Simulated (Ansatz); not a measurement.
# A convergence test on CeO2 (Fm-3m): k mesh of the density

Wanted: the cheapest k mesh of the density that holds the PBE gap of CeO2 (Fm-3m).

Method: DFT, PBE, plane waves, PAW; PAW set soft_1, in Ansatz 0.2.0.

This is a report of a sequence of runs, with most program output left out.

### 1. Starting point

The structure is cubic, space group Fm-3m (No. 225). Conventional cell: a = 5.407 Å, b = 5.407 Å, c = 5.407 Å, α = 90.00°, β = 90.00°, γ = 90.00°. Nearest to Ce lie 8 O at 2.34 Å. Nearest to O lie 4 Ce at 2.34 Å. Farther neighbours and most contacts between anions are not listed.

As a file:

```cif
data_structure
_symmetry_space_group_name_H-M 'Fm-3m'
_symmetry_Int_Tables_number 225
_cell_length_a 5.4073
_cell_length_b 5.4073
_cell_length_c 5.4073
_cell_angle_alpha 90.000
_cell_angle_beta 90.000
_cell_angle_gamma 90.000
_cell_volume 158.10
loop_
_atom_site_label
_atom_site_type_symbol
_atom_site_symmetry_multiplicity
_atom_site_Wyckoff_symbol
_atom_site_fract_x
_atom_site_fract_y
_atom_site_fract_z
_atom_site_occupancy
Ce1 Ce 4 a 0.00000 0.00000 0.00000 1
O1 O 8 c 0.25000 0.75000 0.75000 1
```

The cell and positions come from the Crystallography Open Database and are kept as given unless a step says otherwise. Spin-orbit coupling is left out unless a step names it.

### 2. k mesh of the density: 2×2×2

Contents of input.yaml:

```yaml
crystal:
  lattice:
    - [0.0, 2.70365, 2.70365]
    - [2.70365, 0.0, 2.70365]
    - [2.70365, 2.70365, 0.0]
  atoms:
    - { symbol: Ce, position: [0.0, 0.0, 0.0] }
    - { symbol: O, position: [0.25, 0.25, 0.25] }
    - { symbol: O, position: [0.75, 0.75, 0.75] }
kpoints:
  mp_grid: { grid: [2, 2, 2] }
  band_path:
    path:
      - [0.0, 0.0, 0.0]
      - [0.5, 0.0, 0.5]
      - [0.625, 0.25, 0.625]
      - [0.375, 0.375, 0.75]
      - [0.5, 0.5, 0.5]
      - [0.5, 0.25, 0.75]
      - [0.2625, 0.2625, 0.525]
    npoints: 1
hamiltonian:
  xc: pbe
  pseudopotentials: { kind: paw, azcp: { folder: soft_1 } }
scf:
  occupations: { method: fixed }
  n_extra_bands: 5
output:
  eigenvalues: true
  forces: true
  stress: true
  write_density: true
  write_potential: true
  elf: true
  volumetric_format: npy
```

Started as:

```bash
ansatz run input.yaml --threads 3 --pin off --max-ram 92160MiB --backend cuda --events-out ev --progress --plain --runs-dir out --devices 1 --max-vram 13GiB
```

Elapsed: 10 s, on 1 × NVIDIA H100 80GB HBM3 (shared by 6 runs) with 3 threads of AMD EPYC 7R13 (Zen 3), shared host; peak memory 0.92 GiB.

This step gave:

* pressure: 8.956 GPa
* gap: 2.053 eV
* valence top at: k = (0.263, 0.263, 0.525)
* conduction bottom at: L
* least direct gap: 2.152 eV

The gap is indirect, with the least direct gap 0.10 eV higher.

### 3. k mesh of the density: 4×4×4

input.yaml: that of step 2 with these lines changed.

```diff
@@ -10,3 +10,3 @@
 kpoints:
-  mp_grid: { grid: [2, 2, 2] }
+  mp_grid: { grid: [4, 4, 4] }
   band_path:
@@ -31,5 +31 @@
   stress: true
-  write_density: true
-  write_potential: true
-  elf: true
-  volumetric_format: npy
```

Wall time 9.6 s (1 × NVIDIA H100 80GB HBM3 (shared by 6 runs) with 3 threads); peak memory 0.91 GiB.

This step gave:

* pressure: 5.889 GPa
* gap: 1.958 eV
* valence top at: k = (0.263, 0.263, 0.525)
* conduction bottom at: L
* least direct gap: 2.056 eV

The gap is 1.958 eV, −0.094 eV from the run before at this level.

### 4. k mesh of the density: 8×8×8 (the default)

input.yaml, the sections that differ from step 3:

```yaml
kpoints:
  mp_grid: { grid: [8, 8, 8] }
  band_path:
    path:
      - [[0.0, 0.0, 0.0], [0.5, 0.0, 0.5], [0.625, 0.25, 0.625]]
      - [[0.375, 0.375, 0.75], [0.0, 0.0, 0.0], [0.5, 0.5, 0.5], [0.5, 0.25, 0.75], [0.5, 0.0, 0.5]]
    npoints: 10
scf:
  occupations: { method: fermi_dirac, width: 0.02 }
  n_extra_bands: 5
output:
  eigenvalues: true
  forces: true
  stress: true
  write_density: true
  write_potential: true
  elf: true
  volumetric_format: npy
# crystal, hamiltonian: as in step 3
```

The job ended after 9.1 s (1 × NVIDIA H100 80GB HBM3 (shared by 6 runs) with 3 threads; peak memory 0.94 GiB; 5.4 s of CPU time).

Numbers from this step:

```yaml
pressure: 5.879 GPa
gap: 1.958 eV
valence_top_at: k = (0.263, 0.263, 0.525)
conduction_bottom_at: L
least_direct_gap: 2.056 eV
```

The gap is 1.958 eV, as in the run before at this level.

### 5. k mesh of the density: 10×10×10

input.yaml, the sections that differ from step 4:

```yaml
kpoints:
  mp_grid: { grid: [10, 10, 10] }
  band_path:
    path:
      - [0.0, 0.0, 0.0]
      - [0.5, 0.0, 0.5]
      - [0.625, 0.25, 0.625]
      - [0.375, 0.375, 0.75]
      - [0.5, 0.5, 0.5]
      - [0.5, 0.25, 0.75]
      - [0.2625, 0.2625, 0.525]
    npoints: 1
scf:
  occupations: { method: fixed }
  n_extra_bands: 5
output:
  eigenvalues: true
  forces: true
  stress: true
# crystal, hamiltonian: as in step 4
```

Wall time 12 s (1 × NVIDIA H100 80GB HBM3 (shared by 6 runs) with 3 threads); peak memory 0.91 GiB; 8.9 s of CPU time.

This step gave:

| Property | Result |
| --- | --- |
| pressure | 5.879 GPa |
| gap | 1.958 eV |
| valence top at | k = (0.263, 0.263, 0.525) |
| conduction bottom at | L |
| least direct gap | 2.056 eV |

The gap is 1.958 eV, as in the run before at this level.

### 6. The series

Differences are against the last row; a negative gap means that bands overlap, and a run with a band path holds that path's time. Times are wall times on 1 × NVIDIA H100 80GB HBM3 (shared by 6 runs) with 3 threads of AMD EPYC 7R13 (Zen 3), shared host, good to a factor of about two.

| k mesh of the density | gap (eV) | direct gap (eV) | gap error (eV) | energy error (meV/atom) | irreducible k | time |
| --- | --- | --- | --- | --- | --- | --- |
| 2×2×2 | 2.053 | 2.152 | +0.094 | +71.2 | 3 | 10 s |
| 4×4×4 | 1.958 | 2.056 | +0.0002 | +0.0 | 8 | 9.6 s |
| 8×8×8 | 1.958 | 2.056 | +0.000 | +0.0 | 29 | 9.1 s |
| 10×10×10 | 1.958 | 2.056 | +0.000 | +0.0 | 47 | 12 s |

### 7. What came out

| Item | Value |
| --- | --- |
| 2×2×2 | 2.053 eV |
| 4×4×4 | 1.958 eV |
| 8×8×8 | 1.958 eV |
| 10×10×10 | 1.958 eV |

**Reading.** The gap holds to 0.02 eV from 4×4×4 on. At 2×2×2 the gap is off by +0.094 eV and the energy by +71 meV/atom. The gap is read over the mesh and added points near the edges, so meshes differ mainly through the density and, for a hybrid, the exchange operator. The runs have no spin polarisation. For a closed low-spin shell that is the natural state; where a d or f shell is open it is a constraint, and the gap is then not the crystal's own.

[Paths, hosts, dates, memory and timing lines, banners, echoed tables and standing remarks are left out of the program output.]

[Logs are printed without paths, hosts, clocks, repeated set-up lines and the standing remarks that a program may print on its own settings, such as how far it seeks lower states.]

[Runs of the session that timed out or met a known fault of the program may be left out.]

[Cells called generated may have been cut or substituted from an entry of the Crystallography Open Database or the Materials Project.]

[Hosts, paths, dates, database ids (printed as entryN), source tags and the programs' standing remarks are cut or masked in the printed files.]
